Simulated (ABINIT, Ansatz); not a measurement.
# Quasiparticle gap of Ba3ZnN2O (P4/mmm) in ABINIT, part 2 of 3

How does a plane-wave GW calculation on Ba3ZnN2O (P4/mmm) run from the first input to the gap?

ABINIT 10.8.3; PBEsol and many-body steps on it, plane waves. Known limits of the many-body steps: not at the basis limit; d shell near the gap, gap tends to lie low; no spin-orbit coupling; coarse k mesh.

So far. Step 2 (Ground state): The gap is indirect, with the least direct gap 0.06 eV higher.

### 3. Bands along the symmetry lines

Level of this step: DFT, PBEsol, plane waves, norm-conserving pseudopotentials (ABINIT).

The cheap functional maps the bands first; the places of the edges decide which points the dearer methods must see.

Contents of run.abi:

```
acell 3*1.0 Angstrom
rprim 
  4.149767000000 0.000000000000 0.000000000000
  0.000000000000 4.149767000000 0.000000000000
  0.000000000000 0.000000000000 9.292831000000
ntypat 4
znucl 56 30 7 8
natom 7
typat 1 1 1 2 3 3 4
xred 
  0.000000000000 0.000000000000 0.217885000000
  0.000000000000 0.000000000000 0.782115000000
  0.500000000000 0.500000000000 0.500000000000
  0.500000000000 0.500000000000 0.000000000000
  0.500000000000 0.500000000000 0.800540000000
  0.500000000000 0.500000000000 0.199460000000
  0.000000000000 0.000000000000 0.500000000000
pp_dirpath "pseudos"
pseudos "Ba.upf, Zn.upf, N.upf, O.upf"
ecut 38
iscf -2
irdden 1
kptopt 0
nkpt 39
kpt 
  0.00000000 0.00000000 0.00000000
  0.00000000 0.12500000 0.00000000
  0.00000000 0.25000000 0.00000000
  0.00000000 0.37500000 0.00000000
  0.00000000 0.50000000 0.00000000
  0.12500000 0.50000000 0.00000000
  0.25000000 0.50000000 0.00000000
  0.37500000 0.50000000 0.00000000
  0.50000000 0.50000000 0.00000000
  0.37500000 0.37500000 0.00000000
  0.25000000 0.25000000 0.00000000
  0.12500000 0.12500000 0.00000000
  0.00000000 0.00000000 0.00000000
  0.00000000 0.00000000 0.12500000
  0.00000000 0.00000000 0.25000000
  0.00000000 0.00000000 0.37500000
  0.00000000 0.00000000 0.50000000
  0.00000000 0.12500000 0.50000000
  0.00000000 0.25000000 0.50000000
  0.00000000 0.37500000 0.50000000
  0.00000000 0.50000000 0.50000000
  0.12500000 0.50000000 0.50000000
  0.25000000 0.50000000 0.50000000
  0.37500000 0.50000000 0.50000000
  0.50000000 0.50000000 0.50000000
  0.37500000 0.37500000 0.50000000
  0.25000000 0.25000000 0.50000000
  0.12500000 0.12500000 0.50000000
  0.00000000 0.00000000 0.50000000
  0.00000000 0.50000000 0.00000000
  0.00000000 0.50000000 0.12500000
  0.00000000 0.50000000 0.25000000
  0.00000000 0.50000000 0.37500000
  0.00000000 0.50000000 0.50000000
  0.50000000 0.50000000 0.00000000
  0.50000000 0.50000000 0.12500000
  0.50000000 0.50000000 0.25000000
  0.50000000 0.50000000 0.37500000
  0.50000000 0.50000000 0.50000000
istwfk *1
nband 40
nbdbuf 2
tolwfr 1e-08
nstep 40
prtwf 0
prtvol 0
indata_prefix "in"
outdata_prefix "out"
tmpdata_prefix "tmp"
```

Run with:

```
$ OMP_NUM_THREADS=1 mpirun -n 4 abinit run.abi > log
```

Numbers of over 12 decimals in the logs are rounded to 6 here.

Log:

```text
.Version 10.8.3 of ABINIT. v10.8.2 released Aug 2026.

 Symmetries : space group P4/m m m (#123); Bravais tP (primitive tetrag.)
[... echo of the input left out ...]
== DATASET  1 ==================================================================
-   mpi_nproc: 4, omp_nthreads: 1 (-1 if OMP is not activated)

--- !DatasetInfo
iteration_state: {dtset: 1, }
dimensions: {natom: 7, nkpt: 39, mband: 40, nsppol: 1, nspinor: 1, nspden: 1, mpw: 12140, }
cutoff_energies: {ecut:  38.0, pawecutdg:  -1.0, }
electrons: {nelect:   6.60000000E+01, charge:   0.00000000E+00, occopt:   1.00000000E+00, tsmear:   1.00000000E-02, }

 Real(R)+Recip(G) space primitive vectors, cartesian coordinates (Bohr,Bohr^-1):
 R(1)=  7.8419231  0.0000000  0.0000000  G(1)=  0.1275197  0.0000000  0.0000000
 R(2)=  0.0000000  7.8419231  0.0000000  G(2)=  0.0000000  0.1275197  0.0000000
 R(3)=  0.0000000  0.0000000 17.5609055  G(3)=  0.0000000  0.0000000  0.0569447
 Unit cell volume ucvol=  1.0799212E+03 bohr^3
 Angles (23,13,12)=  9.00000000E+01  9.00000000E+01  9.00000000E+01 degrees

 getcut: wavevector=  0.0000  0.0000  0.0000  ngfft=  45  45 100
         ecut(hartree)=     38.000   => boxcut(ratio)=   2.02196

--- Pseudopotential description ------------------------------------------------
- Ba Generated using ONCVPSP code by D. R. Hamann
- 56.00000  10.00000  180301                  znucl, zion, pspdat
12 -116133 2 -1 1936                          pspcod,pspxc,lmax,lloc,mmax
     nproj     2     2     2
  pspatm : epsatm=   26.37418133
         --- l  ekb(1:nproj) -->
             0    6.652372    0.677024
             1    5.027722    0.408462
             2    2.543237    0.416854
 pspatm: atomic psp has been read  and splines computed

- Zn Generated using ONCVPSP code by D. R. Hamann
- 30.00000  20.00000  180301                  znucl, zion, pspdat
12 -116133 2 -1 1312                          pspcod,pspxc,lmax,lloc,mmax
     nproj     2     2     2
  pspatm : epsatm=   26.57343564
         --- l  ekb(1:nproj) -->
[...]
pspatm: atomic psp has been read  and splines computed

- N Generated using ONCVPSP code by D. R. Hamann
-  7.00000   5.00000  180301                  znucl, zion, pspdat
12 -116133 1 -1 1058                          pspcod,pspxc,lmax,lloc,mmax
     nproj     2     2     0
  pspatm : epsatm=    5.26508482
         --- l  ekb(1:nproj) -->
[...]
pspatm: atomic psp has been read  and splines computed

- O Generated using ONCVPSP code by D. R. Hamann
-  8.00000   6.00000  180301                  znucl, zion, pspdat
12 -116133 2 -1 936                           pspcod,pspxc,lmax,lloc,mmax
     nproj     2     2     1
  pspatm : epsatm=    6.22910120
         --- l  ekb(1:nproj) -->
[...]
2   -1.335834
 pspatm: atomic psp has been read  and splines computed

[...]
Non-SCF case, kpt   38 (  0.50000  0.50000  0.37500), residuals and eigenvalues=
[...]
Non-SCF case, kpt   39 (  0.50000  0.50000  0.50000), residuals and eigenvalues=
[...]
1.1957E-01  1.2618E-01  1.3799E-01  1.3799E-01  1.4175E-01  1.6993E-01
  1.6993E-01  2.1445E-01  2.1445E-01  2.3122E-01  2.3122E-01  3.5042E-01
[...]
--- !ResultsGS
iteration_state: {dtset: 1, }
comment   : Summary of ground state results
lattice_vectors:
- [  7.8419231,   0.0000000,   0.0000000, ]
- [  0.0000000,   7.8419231,   0.0000000, ]
- [  0.0000000,   0.0000000,  17.5609055, ]
lattice_lengths: [   7.84192,    7.84192,   17.56091, ]
lattice_angles: [ 90.000,  90.000,  90.000, ] # degrees, (23, 13, 12)
lattice_volume:   1.0799212E+03
convergence: {deltae:  0.000E+00, res2:  0.000E+00, residm:  9.971E-09, diffor:  0.000E+00, }
etotal    :  -3.30546042E+02
entropy   :   0.00000000E+00
fermie    :   2.16653736E-01
cartesian_stress_tensor: null
pressure_GPa: null
xred      :
- [  0.0000E+00,   0.0000E+00,   2.1788E-01, Ba]
- [  0.0000E+00,   0.0000E+00,   7.8211E-01, Ba]
- [  5.0000E-01,   5.0000E-01,   5.0000E-01, Ba]
- [  5.0000E-01,   5.0000E-01,   0.0000E+00, Zn]
- [  5.0000E-01,   5.0000E-01,   8.0054E-01,  N]
- [  5.0000E-01,   5.0000E-01,   1.9946E-01,  N]
- [  0.0000E+00,   0.0000E+00,   5.0000E-01,  O]
cartesian_forces: null
force_length_stats: {min: null, max: null, mean: null, }

 Integrated electronic density in atomic spheres:
 ------------------------------------------------
 Atom  Sphere_radius  Integrated_density
[...]
================================================================================

 ----iterations are completed or convergence reached----

 Mean square residual over all n,k,spin=   53.901E-10; max=  99.709E-10
 reduced coordinates (array xred) for    7 atoms
[...]
0.500000000000      0.500000000000      0.199460000000
       0.000000000000      0.000000000000      0.500000000000

 cartesian coordinates (angstrom) at end:
[...]
6      2.074883     2.074883     1.853548
    7      0.000000     0.000000     4.646415
 length scales=  1.889726125908  1.889726125908  1.889726125908 bohr
              =  1.000000000000  1.000000000000  1.000000000000 angstroms
 prteigrs : about to open file out_EIG
 Eigenvalues (hartree) for nkpt=  39  k points:
 kpt#   1, nband= 40, wtk=  1.00000, kpt=  0.0000  0.0000  0.0000 (reduced coord)
[...]
kpt#   2, nband= 40, wtk=  1.00000, kpt=  0.0000  0.1250  0.0000 (reduced coord)
[...]
kpt#   3, nband= 40, wtk=  1.00000, kpt=  0.0000  0.2500  0.0000 (reduced coord)
[...]
kpt#  38, nband= 40, wtk=  1.00000, kpt=  0.5000  0.5000  0.3750 (reduced coord)
[...]
kpt#  39, nband= 40, wtk=  1.00000, kpt=  0.5000  0.5000  0.5000 (reduced coord)
[...]
0.11957    0.12618    0.13799    0.13799    0.14175    0.16993    0.16993    0.21445
   0.21445    0.23122    0.23122    0.35042    0.35042    0.35107    0.35746    0.35746

== END DATASET(S) ==============================================================
================================================================================

 -outvars: echo values of variables after computation  --------
            nband          40
             nkpt          39
          spgroup         123
 [... the other variables as echoed above ...]

 Calculation completed.
```

The job ended after 2.7 min (4 MPI ranks of Arm Neoverse V1, shared host; peak memory 0.63 GiB; 10 min of CPU time).

This step gave:

```
gap                        : 0.3965 eV
k of the valence top       : 0, 0, 0.5
k of the conduction bottom : 0.5, 0.5, 0.5
least direct gap           : 0.4563 eV
```

The gap is 0.396 eV, as in the run before at this level.

The electronic bands at the labelled points (eV, zero at the top of the highest filled band):

```csv
point,band 30,band 31,band 32,band 33,band 34,band 35,band 36,band 37
Γ,-0.70,-0.70,-0.11,-0.11,0.65,0.90,1.98,2.71
halfway,-1.38,-1.24,-1.02,-0.68,1.34,1.90,2.66,2.91
X,-1.70,-1.69,-1.41,-1.14,1.31,2.76,3.32,3.33
halfway,-1.35,-1.33,-0.98,-0.69,1.37,1.96,2.25,2.34
M,-1.20,-1.20,-0.23,-0.23,1.40,1.40,1.56,1.56
halfway,-1.34,-1.27,-1.09,-0.34,1.48,1.98,2.28,2.94
Γ,-0.70,-0.70,-0.11,-0.11,0.65,0.90,1.98,2.71
halfway,-0.74,-0.74,-0.05,-0.05,0.68,1.34,1.78,2.57
Z,-0.77,-0.77,0.00,0.00,0.72,1.63,1.97,2.16
halfway,-1.77,-1.33,-0.89,-0.56,1.81,1.93,2.56,2.80
R,-2.19,-1.80,-1.52,-1.01,1.48,2.95,3.26,3.35
halfway,-1.81,-1.40,-0.79,-0.54,0.84,1.31,2.89,3.74
A,-1.27,-1.27,-0.06,-0.06,0.40,0.40,3.64,3.64
halfway,-1.95,-1.15,-1.12,-0.19,1.15,1.98,2.83,3.19
Z,-0.77,-0.77,0.00,0.00,0.72,1.63,1.97,2.16
jump to X,-1.70,-1.69,-1.41,-1.14,1.31,2.76,3.32,3.33
halfway,-1.78,-1.75,-1.61,-1.07,1.41,2.89,3.27,3.35
R,-2.19,-1.80,-1.52,-1.01,1.48,2.95,3.26,3.35
jump to M,-1.20,-1.20,-0.23,-0.23,1.40,1.40,1.56,1.56
halfway,-1.23,-1.23,-0.17,-0.17,0.73,0.73,2.51,2.51
A,-1.27,-1.27,-0.06,-0.06,0.40,0.40,3.64,3.64
```

### 4. Empty states on the mesh, 2×2×1 mesh, 121 bands

The sums over transitions need many empty states on a uniform mesh; this step solves for them.

Contents of run.abi:

```
acell 3*1.0 Angstrom
rprim 
  4.149767000000 0.000000000000 0.000000000000
  0.000000000000 4.149767000000 0.000000000000
  0.000000000000 0.000000000000 9.292831000000
ntypat 4
znucl 56 30 7 8
natom 7
typat 1 1 1 2 3 3 4
xred 
  0.000000000000 0.000000000000 0.217885000000
  0.000000000000 0.000000000000 0.782115000000
  0.500000000000 0.500000000000 0.500000000000
  0.500000000000 0.500000000000 0.000000000000
  0.500000000000 0.500000000000 0.800540000000
  0.500000000000 0.500000000000 0.199460000000
  0.000000000000 0.000000000000 0.500000000000
pp_dirpath "pseudos"
pseudos "Ba.upf, Zn.upf, N.upf, O.upf"
ecut 38
ngkpt 2 2 1
nshiftk 1
shiftk 0 0 0
kptopt 1
chksymbreak 0
iscf -2
irdden 1
istwfk *1
nband 121
nbdbuf 10
tolwfr 1e-09
nstep 60
prtvol 0
indata_prefix "in"
outdata_prefix "out"
tmpdata_prefix "tmp"
```

Log:

```text
.Version 10.8.3 of ABINIT. v10.8.2 released Aug 2026.

 Symmetries : space group P4/m m m (#123); Bravais tP (primitive tetrag.)
[... echo of the input left out ...]
== DATASET  1 ==================================================================
-   mpi_nproc: 4, omp_nthreads: 1 (-1 if OMP is not activated)
-    --> not optimal distribution: autoparal keyword recommended in input file <--

--- !DatasetInfo
iteration_state: {dtset: 1, }
dimensions: {natom: 7, nkpt: 3, mband: 121, nsppol: 1, nspinor: 1, nspden: 1, mpw: 12112, }
cutoff_energies: {ecut:  38.0, pawecutdg:  -1.0, }
electrons: {nelect:   6.60000000E+01, charge:   0.00000000E+00, occopt:   1.00000000E+00, tsmear:   1.00000000E-02, }

 Real(R)+Recip(G) space primitive vectors, cartesian coordinates (Bohr,Bohr^-1):
 R(1)=  7.8419231  0.0000000  0.0000000  G(1)=  0.1275197  0.0000000  0.0000000
 R(2)=  0.0000000  7.8419231  0.0000000  G(2)=  0.0000000  0.1275197  0.0000000
 R(3)=  0.0000000  0.0000000 17.5609055  G(3)=  0.0000000  0.0000000  0.0569447
 Unit cell volume ucvol=  1.0799212E+03 bohr^3
 Angles (23,13,12)=  9.00000000E+01  9.00000000E+01  9.00000000E+01 degrees

 getcut: wavevector=  0.0000  0.0000  0.0000  ngfft=  45  45 100
         ecut(hartree)=     38.000   => boxcut(ratio)=   2.02196

--- Pseudopotential description ------------------------------------------------
- Ba Generated using ONCVPSP code by D. R. Hamann
- 56.00000  10.00000  180301                  znucl, zion, pspdat
12 -116133 2 -1 1936                          pspcod,pspxc,lmax,lloc,mmax
     nproj     2     2     2
  pspatm : epsatm=   26.37418133
         --- l  ekb(1:nproj) -->
             0    6.652372    0.677024
             1    5.027722    0.408462
             2    2.543237    0.416854
 pspatm: atomic psp has been read  and splines computed

- Zn Generated using ONCVPSP code by D. R. Hamann
- 30.00000  20.00000  180301                  znucl, zion, pspdat
12 -116133 2 -1 1312                          pspcod,pspxc,lmax,lloc,mmax
     nproj     2     2     2
  pspatm : epsatm=   26.57343564
         --- l  ekb(1:nproj) -->
[...]
pspatm: atomic psp has been read  and splines computed

- N Generated using ONCVPSP code by D. R. Hamann
-  7.00000   5.00000  180301                  znucl, zion, pspdat
12 -116133 1 -1 1058                          pspcod,pspxc,lmax,lloc,mmax
     nproj     2     2     0
  pspatm : epsatm=    5.26508482
         --- l  ekb(1:nproj) -->
[...]
pspatm: atomic psp has been read  and splines computed

- O Generated using ONCVPSP code by D. R. Hamann
-  8.00000   6.00000  180301                  znucl, zion, pspdat
12 -116133 2 -1 936                           pspcod,pspxc,lmax,lloc,mmax
     nproj     2     2     1
  pspatm : epsatm=    6.22910120
         --- l  ekb(1:nproj) -->
[...]
2   -1.335834
[...]
5.87E-10  6.80E-10  5.10E-10  3.14E-10  2.48E-10  6.79E-10  4.39E-10  4.50E-10
[...]
1.61E-04
 -4.3919E+00 -2.7131E+00 -2.7130E+00 -2.7130E+00 -7.9333E-01 -7.7576E-01
 -7.7546E-01 -4.0105E-01 -2.7276E-01 -2.5606E-01 -2.4675E-01 -2.4675E-01
 -2.4117E-01 -2.3302E-01 -2.2368E-01 -2.2368E-01 -2.2165E-01 -2.2165E-01
[...]
1.2726E+00  1.3004E+00  1.3004E+00  1.3019E+00  1.3160E+00  1.3365E+00
  1.3428E+00  1.3652E+00  1.3652E+00  1.3669E+00  1.3669E+00  1.3688E+00
  1.3798E+00
 prteigrs : prtvol=0 or 1, do not print more k-points.

--- !ResultsGS
iteration_state: {dtset: 1, }
comment   : Summary of ground state results
lattice_vectors:
- [  7.8419231,   0.0000000,   0.0000000, ]
- [  0.0000000,   7.8419231,   0.0000000, ]
- [  0.0000000,   0.0000000,  17.5609055, ]
lattice_lengths: [   7.84192,    7.84192,   17.56091, ]
lattice_angles: [ 90.000,  90.000,  90.000, ] # degrees, (23, 13, 12)
lattice_volume:   1.0799212E+03
convergence: {deltae:  0.000E+00, res2:  0.000E+00, residm:  9.992E-10, diffor:  0.000E+00, }
etotal    :  -3.30546042E+02
entropy   :   0.00000000E+00
fermie    :   2.16653736E-01
cartesian_stress_tensor: null
pressure_GPa: null
xred      :
- [  0.0000E+00,   0.0000E+00,   2.1788E-01, Ba]
- [  0.0000E+00,   0.0000E+00,   7.8211E-01, Ba]
- [  5.0000E-01,   5.0000E-01,   5.0000E-01, Ba]
- [  5.0000E-01,   5.0000E-01,   0.0000E+00, Zn]
- [  5.0000E-01,   5.0000E-01,   8.0054E-01,  N]
- [  5.0000E-01,   5.0000E-01,   1.9946E-01,  N]
- [  0.0000E+00,   0.0000E+00,   5.0000E-01,  O]
cartesian_forces: null
force_length_stats: {min: null, max: null, mean: null, }

 Integrated electronic density in atomic spheres:
 ------------------------------------------------
 Atom  Sphere_radius  Integrated_density
[...]
================================================================================

 ----iterations are completed or convergence reached----

 Mean square residual over all n,k,spin=   48.429E-11; max=  99.921E-11
 reduced coordinates (array xred) for    7 atoms
[...]
0.500000000000      0.500000000000      0.199460000000
       0.000000000000      0.000000000000      0.500000000000

 cartesian coordinates (angstrom) at end:
    1      0.000000     0.000000     2.024768
    2      0.000000     0.000000     7.268063
    3      2.074883     2.074883     4.646415
    4      2.074883     2.074883     0.000000
    5      2.074883     2.074883     7.439283
    6      2.074883     2.074883     1.853548
    7      0.000000     0.000000     4.646415
 length scales=  1.889726125908  1.889726125908  1.889726125908 bohr
              =  1.000000000000  1.000000000000  1.000000000000 angstroms
 prteigrs : about to open file out_EIG
 Eigenvalues (hartree) for nkpt=   3  k points:
 kpt#   1, nband=121, wtk=  0.25000, kpt=  0.0000  0.0000  0.0000 (reduced coord)
[...]
1.23237    1.25254    1.26073    1.27255    1.27255    1.30043    1.30043    1.30193
   1.31605    1.33654    1.34277    1.36520    1.36521    1.36686    1.36692    1.36875
   1.37976
 prteigrs : prtvol=0 or 1, do not print more k-points.

== END DATASET(S) ==============================================================
================================================================================

 -outvars: echo values of variables after computation  --------
            nband         121
             nkpt           3
          spgroup         123
 [... the other variables as echoed above ...]

 Calculation completed.
```

Wall time 59 s (4 MPI ranks); peak memory 0.44 GiB.

Numbers from this step:

* gap: 0.7559 eV
* k of the valence top: 0, 0, 0
* k of the conduction bottom: 0, 0, 0
* least direct gap: 0.7559 eV
* k points computed: 3
* lowest point of the top converged band, above the valence top: 28.17 eV

On this mesh the gap is 0.756 eV. The earlier step found 0.396 eV, so this mesh misses an edge.

### 5. Screening, 2×2×1 mesh, 111 bands, screening to 98 eV

The RPA dielectric matrix is built and inverted for each q.

This step: RPA screening on PBEsol, plane waves, norm-conserving pseudopotentials.

Changes to run.abi since step 4:

```diff
@@ -25,10 +25,11 @@
 chksymbreak 0
-iscf -2
-irdden 1
 istwfk *1
-nband 121
-nbdbuf 10
-tolwfr 1e-09
-nstep 60
-prtvol 0
+occopt 1
+irdwfk 1
+optdriver 3
+nband 111
+ecuteps 3.6
+inclvkb 2
+awtr 1
+symchi 1
 indata_prefix "in"
```

Log:

```text
.Version 10.8.3 of ABINIT. v10.8.2 released Aug 2026.

 Symmetries : space group P4/m m m (#123); Bravais tP (primitive tetrag.)
[... echo of the input left out ...]
== DATASET  1 ==================================================================
-   mpi_nproc: 4, omp_nthreads: 1 (-1 if OMP is not activated)

--- !DatasetInfo
iteration_state: {dtset: 1, }
dimensions: {natom: 7, nkpt: 3, mband: 111, nsppol: 1, nspinor: 1, nspden: 1, mpw: 12112, }
cutoff_energies: {ecut:  38.0, pawecutdg:  -1.0, }
electrons: {nelect:   6.60000000E+01, charge:   0.00000000E+00, occopt:   1.00000000E+00, tsmear:   1.00000000E-02, }

 SCREENING: Calculation of the susceptibility and dielectric matrices

 Based on a program developped by R.W. Godby, V. Olevano, G. Onida, and L. Reining.
 Incorporated in ABINIT by V. Olevano, G.-M. Rignanese, and M. Torrent.
.Using double precision arithmetic ; gwpc =  8

[... cell and pseudopotentials left out ...]
--------------------------------------------------------------------------------

 ==== K-mesh for the wavefunctions ====
 Number of points in the irreducible wedge :     3
[... list of points left out ...]
 Together with 16 symmetry operations and time-reversal symmetry
 yields     4 points in the full Brillouin Zone.

 ==== Q-mesh for the screening function ====
 Number of points in the irreducible wedge :     3
[... list of points left out ...]
 Together with 16 symmetry operations and time-reversal symmetry
 yields     4 points in the full Brillouin Zone.

 setmesh: FFT mesh size selected  =    30x   30x   64
          total number of points  =        57600

 vcoul_init : cutoff-mode = AUXILIARY_FUNCTION
 q-points for optical limit:   1
     1)      0.000010    0.000020    0.000030

- screening: taking advantage of time-reversal symmetry
- Maximum band index for partially occupied states nbvw = 33
- Remaining bands to be divided among processors   nbcw = 78
- Number of bands treated by each node ~19

 Number of electrons calculated from density =   66.0000; Expected =   66.0000
 average of density, n =  0.061116
 r_s =    1.5749
 omega_plasma =   23.8469 [eV]

 calculating chi0 at frequencies [eV] :
  1    0.000000E+00    0.000000E+00
  2    0.000000E+00    2.384688E+01

--------------------------------------------------------------------------------
  q-point number  1        q = ( 0.000000, 0.000000, 0.000000) [r.l.u.]
--------------------------------------------------------------------------------
[... chi0 elements left out ...]
 For q-point:  0.000010 0.000020 0.000030
  dielectric constant =   9.3164
  dielectric constant without local fields =  10.6313

  Average fulfillment of the sum rule on Im[epsilon] for q-point    1 :     49.25  [%]
[... wings left out ...]
  q-point number  2        q = ( 0.500000, 0.000000, 0.000000) [r.l.u.]
--------------------------------------------------------------------------------
[... chi0 elements left out ...]
  Average fulfillment of the sum rule on Im[epsilon] for q-point    2 :     50.27  [%]

 [... 1 further q-points ...]
```

It took 31 s on 4 MPI ranks; peak memory 1.4 GiB.

Numbers from this step:

```yaml
eps_infinity_with_local_fields_on_this_mesh_along_the_program_s_q_direction: 9.316
the_same_without_local_fields: 10.63
plasma_frequency: 23.85 eV
plane_waves_in_the_screening_matrix: 371
```

Local fields lower ε∞ by 12 %. On a Γ-centred mesh this coarse the value itself is usually too large, while a short band sum pulls it down.

[end of part 2 of 3]

[Paths, hosts, dates, memory and timing lines, banners, echoed tables and standing remarks are left out of the program output.]

[Logs are printed without paths, hosts, clocks, repeated set-up lines and the standing remarks that a program may print on its own settings, such as how far it seeks lower states.]

[Runs of the session that timed out or met a known fault of the program may be left out.]

[Hosts, paths, dates, database ids (printed as entryN), source tags and the programs' standing remarks are cut or masked in the printed files.]

[G0W0 gaps are taken among the corrected bands and points alone; a level outside them can change the order at an edge.]

[Where Ansatz stands beside ABINIT at settings called matched, ABINIT's density can come from a denser mesh and the files from another edition; pairs whose starting gaps differed by over 0.03 eV were left out, so agreement reads better than it is.]
